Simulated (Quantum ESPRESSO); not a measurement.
# FeCO3 (Siderite): which magnetic order is lowest, part 2 of 2

A self-consistent run ends on one state, which hangs on the start. Several orders of FeCO3 (Siderite) are started in Quantum ESPRESSO and their energies compared.

Quantum ESPRESSO 7.5; LDA; plane waves with GBRV 1.5 LDA potentials, no spin-orbit coupling.

So far, absolute magnetization (μB): step 2 (start 1: ferro ++) 8.01.

## 3. Start 2: antiferro +−

The input, pw.in:

```
&CONTROL
  calculation = 'scf'
  prefix = 'pwscf'
  outdir = './tmp'
  pseudo_dir = './pseudo'
  disk_io = 'nowf'
/
&SYSTEM
  ibrav = 0
  celldm(1) = 8
  nat = 10
  ntyp = 4
  ecutwfc = 40
  ecutrho = 280
  nbnd = 51
  occupations = 'smearing'
  smearing = 'fd'
  degauss = 0.00367493
  nspin = 2
  starting_magnetization(1) = 0.25
  starting_magnetization(2) = -0.25
  starting_magnetization(3) = 0
  starting_magnetization(4) = 0
/
&ELECTRONS
  conv_thr = 2d-08
  electron_maxstep = 150
  mixing_beta = 0.3
/
ATOMIC_SPECIES
Fe1    55.8450 fe_lda_v1.5.uspp.F.UPF
Fe2    55.8450 fe_lda_v1.5.uspp.F.UPF
C      12.0110 c_lda_v1.2.uspp.F.UPF
O      15.9990 o_lda_v1.2.uspp.F.UPF
CELL_PARAMETERS alat
   0.5537724300333    0.3197206615555    1.2104483214035
  -0.5537724300333    0.3197206615555    1.2104483214035
   0.0000000000000   -0.6394413230874    1.2104483214035
ATOMIC_POSITIONS crystal
Fe1     0.0000000000    0.0000000000    0.0000000000
Fe2     0.5000000000    0.5000000000    0.5000000000
C       0.2500000000    0.2500000000    0.2500000000
C       0.7500000000    0.7500000000    0.7500000000
O       0.5243000000    0.9757000000    0.2500000000
O       0.2500000000    0.5243000000    0.9757000000
O       0.9757000000    0.2500000000    0.5243000000
O       0.4757000000    0.0243000000    0.7500000000
O       0.7500000000    0.4757000000    0.0243000000
O       0.0243000000    0.7500000000    0.4757000000
K_POINTS automatic
6 6 6 0 0 0
```

Run with:

```sh
$ OMP_NUM_THREADS=1 mpirun -n 4 pw.x -nk 4 -in pw.in > pw.out
```

The program printed:

```text
[banner, memory and clock lines left out]
Program PWSCF v.7.5 starts

     Message from routine setup:
     using ibrav=0 with symmetry is DISCOURAGED, use correct ibrav instead

     bravais-lattice index     =            0
     lattice parameter (alat)  =       8.0000  a.u.
     unit-cell volume          =     658.3692 (a.u.)^3
     number of atoms/cell      =           10
     number of atomic types    =            4
     number of electrons       =        76.00
     number of Kohn-Sham states=           51
     kinetic-energy cutoff     =      40.0000  Ry
     charge density cutoff     =     280.0000  Ry
     scf convergence threshold =      2.0E-08
     mixing beta               =       0.3000
     number of iterations used =            8  plain     mixing
     Exchange-correlation= SLA  PZ   NOGX NOGC
                           (   1   1   0   0   0   0   0)

     celldm(1)=   8.000000  celldm(2)=   0.000000  celldm(3)=   0.000000
     celldm(4)=   0.000000  celldm(5)=   0.000000  celldm(6)=   0.000000

     crystal axes: (cart. coord. in units of alat)
               a(1) = (   0.553772   0.319721   1.210448 )
               a(2) = (  -0.553772   0.319721   1.210448 )
               a(3) = (   0.000000  -0.639441   1.210448 )

     reciprocal axes: (cart. coord. in units 2 pi/alat)
               b(1) = (  0.902898  0.521288  0.275380 )
               b(2) = ( -0.902898  0.521288  0.275380 )
               b(3) = (  0.000000 -1.042577  0.275380 )

     PseudoPot. # 1 for Fe read from file:
     fe_lda_v1.5.uspp.F.UPF
     Pseudo is Ultrasoft + core correction, Zval = 16.0

     PseudoPot. # 2 for Fe read from file:
     fe_lda_v1.5.uspp.F.UPF
     Pseudo is Ultrasoft + core correction, Zval = 16.0

     PseudoPot. # 3 for C  read from file:
     c_lda_v1.2.uspp.F.UPF
     Pseudo is Ultrasoft + core correction, Zval =  4.0

     PseudoPot. # 4 for O  read from file:
     o_lda_v1.2.uspp.F.UPF
     Pseudo is Ultrasoft + core correction, Zval =  6.0

     atomic species   valence    mass     pseudopotential
     Fe1              16.00    55.84500     Fe( 1.00)
     Fe2              16.00    55.84500     Fe( 1.00)
     C                 4.00    12.01100     C ( 1.00)
     O                 6.00    15.99900     O ( 1.00)

     Starting magnetic structure
     atomic species   magnetization
     Fe1             0.250
     Fe2            -0.250
     C               0.000
     O               0.000

      6 Sym. Ops., with inversion, found

   Cartesian axes

     site n.     atom                  positions (alat units)
         1        Fe1    tau(   1) = (   0.0000000   0.0000000   0.0000000  )
         2        Fe2    tau(   2) = (   0.0000000   0.0000000   1.8156725  )
         3        C      tau(   3) = (   0.0000000   0.0000000   0.9078362  )
         4        C      tau(   4) = (   0.0000000   0.0000000   2.7235087  )
         5        O      tau(   5) = (  -0.2499729   0.3197207   2.1182846  )
         6        O      tau(   6) = (  -0.1518998  -0.3763432   2.1182846  )
         7        O      tau(   7) = (   0.4018727   0.0566225   2.1182846  )
         8        O      tau(   8) = (   0.2499729  -0.3197207   1.5130604  )
         9        O      tau(   9) = (   0.1518998   0.3763432   1.5130604  )
        10        O      tau(  10) = (  -0.4018727  -0.0566225   1.5130604  )

     number of k points=    40  Fermi-Dirac smearing, width (Ry)=  0.0037
                       cart. coord. in units 2pi/alat
        k(    1) = (   0.0000000   0.0000000   0.0000000), wk =   0.0046296
        k(    2) = (   0.0000000  -0.1737628   0.0458967), wk =   0.0277778
        k(    3) = (   0.0000000  -0.3475256   0.0917934), wk =   0.0277778
        k(    4) = (   0.0000000   0.5212884  -0.1376900), wk =   0.0138889
        k(    5) = (  -0.1504830  -0.0868814   0.0917934), wk =   0.0277778
        [... 35 further k-points ...]

     Dense  grid:    52095 G-vectors     FFT dimensions: (  60,  60,  60)

     Smooth grid:    22497 G-vectors     FFT dimensions: (  45,  45,  45)

     Check: negative core charge=   -0.000026
     Generating pointlists ...
     new r_m :   0.2088 (alat units)  1.6706 (a.u.) for type    1
     new r_m :   0.2088 (alat units)  1.6706 (a.u.) for type    2
     new r_m :   0.1253 (alat units)  1.0025 (a.u.) for type    3
     new r_m :   0.1253 (alat units)  1.0025 (a.u.) for type    4

     Initial potential from superposition of free atoms

     starting charge      73.9999, renormalised to      76.0000
     Starting wfcs are   58 randomized atomic wfcs

     Self-consistent Calculation

     iteration #  1     ecut=    40.00 Ry     beta= 0.30
     Davidson diagonalization with overlap
     ethr =  1.00E-02,  avg # of iterations =  3.6

     Threshold (ethr) on eigenvalues was too large:
     Diagonalizing with lowered threshold

     Davidson diagonalization with overlap
     ethr =  8.48E-04,  avg # of iterations =  1.2

     total energy              =    -717.30061165 Ry
     estimated scf accuracy    <       0.61243265 Ry

     total magnetization       =     0.00 Bohr mag/cell
     absolute magnetization    =     7.37 Bohr mag/cell

     iteration #  2     ecut=    40.00 Ry     beta= 0.30
     Davidson diagonalization with overlap
     ethr =  8.06E-04,  avg # of iterations =  2.4

     total energy              =    -717.35346682 Ry
     estimated scf accuracy    <       0.08499593 Ry

     total magnetization       =    -0.00 Bohr mag/cell
     absolute magnetization    =     7.37 Bohr mag/cell

     [... further iterations left out ...]

     iteration # 13     ecut=    40.00 Ry     beta= 0.30
     Davidson diagonalization with overlap
     ethr =  3.75E-09,  avg # of iterations =  1.0

     total energy              =    -717.35501125 Ry
     estimated scf accuracy    <       0.00000379 Ry

     total magnetization       =    -0.00 Bohr mag/cell
     absolute magnetization    =     7.41 Bohr mag/cell

     iteration # 14     ecut=    40.00 Ry     beta= 0.30
     Davidson diagonalization with overlap
     ethr =  3.75E-09,  avg # of iterations =  1.0

     Magnetic moment per site  (integrated on atomic sphere of radius R)
     atom   1 (R=0.209)  charge= 13.4992  magn=  3.3419
     atom   2 (R=0.209)  charge= 13.4993  magn= -3.3418
     atom   3 (R=0.125)  charge=  1.3124  magn=  0.0000
     atom   4 (R=0.125)  charge=  1.3124  magn=  0.0000
     atom   5 (R=0.125)  charge=  3.2912  magn=  0.0000
     atom   6 (R=0.125)  charge=  3.2912  magn=  0.0000
     atom   7 (R=0.125)  charge=  3.2912  magn=  0.0000
     atom   8 (R=0.125)  charge=  3.2912  magn=  0.0000
     atom   9 (R=0.125)  charge=  3.2912  magn=  0.0000
     atom  10 (R=0.125)  charge=  3.2912  magn=  0.0000

     End of self-consistent calculation

     [... lines left out ...]
     the Fermi energy is     9.2412 ev

!    total energy              =    -717.35501128 Ry
     estimated scf accuracy    <          6.0E-09 Ry
     smearing contrib. (-TS)   =      -0.01055340 Ry
     internal energy E=F+TS    =    -717.34445789 Ry

     The total energy is F=E-TS. E is the sum of the following terms:
     one-electron contribution =    -398.79936762 Ry
     hartree contribution      =     235.54320311 Ry
     xc contribution           =    -108.06456079 Ry
     ewald contribution        =    -446.02373258 Ry

     total magnetization       =     0.00 Bohr mag/cell
     absolute magnetization    =     7.41 Bohr mag/cell

     convergence has been achieved in  14 iterations
```

Wall time 93 s (4 MPI ranks of Arm Neoverse V2, shared host); peak memory 0.78 GiB.

Spin moment in the atom's sphere by atom:

| atom | spin moment in the atom's sphere (μB) |
| --- | --- |
| Fe1 | 3.34 |
| Fe2 | -3.34 |
| C3 | 0.00 |
| C4 | 0.00 |
| O5 | 0.00 |
| O6 | 0.00 |
| O7 | 0.00 |
| O8 | 0.00 |
| O9 | 0.00 |
| O10 | 0.00 |

Numbers from this step:

| Item | Value |
| --- | --- |
| smearing term TS | 0.1436 eV |
| magnetization | 0 μB |
| absolute magnetization | 7.408 μB |
| final state | antiferromagnetic |

## 4. Ranking

An order is kept where moments of 0.15 μB or more survive with the typed signs; meshes match where a doubled cell samples the same k points as the first cell.

Orders:

| start | final state | typed order kept | energy over the lowest (meV a seeded atom) | largest site moment (μB) | net moment (μB a cell of the first run) | mesh matched | CPU time (s) |
| --- | --- | --- | --- | --- | --- | --- | --- |
| ferro ++ | ferromagnetic | yes | 0 | 3.398 | 8 | yes | 282.2 |
| antiferro +- | antiferromagnetic | yes | 15.56 | 3.342 | 0 | yes | 370.9 |

## 5. Summary of results

```json
{"lowest state found": "ferromagnetic (from ferro ++)", "largest site moment": "3.40 μB", "next state with moments": "antiferromagnetic, 15.6 meV a seeded atom higher"}
```

What this shows: The smearing terms TS of the orders run from 51 to 72 meV a seeded atom, so the differences would change at a smaller width: an order with a larger TS is lowered more by the smearing. This is the lowest of 2 collinear or spinless starts, no proof of the ground state. No Hubbard term acts here. In such compounds local and semilocal functionals without one often delocalise the d electrons, and can shrink or lose moments and miss the size, sign and order of the couplings. The smearing term is large for its width, so states at the Fermi level are partly filled: at this level the cell is a metal or has a gap of a few widths at most.

[Logs and program files are shortened in this print: banners, set-up blocks, solver, clock and traceback lines can be left out without a mark of their own.]

[Logs are printed without paths, hosts, clocks, repeated set-up lines and the standing remarks that a program may print on its own settings, such as how far it seeks lower states.]

[Hosts, paths, dates, database ids (printed as entryN), source tags and the programs' standing remarks are cut or masked in the printed files.]

[Where a cell is said to come from a database of computed structures, the database is the Materials Project.]
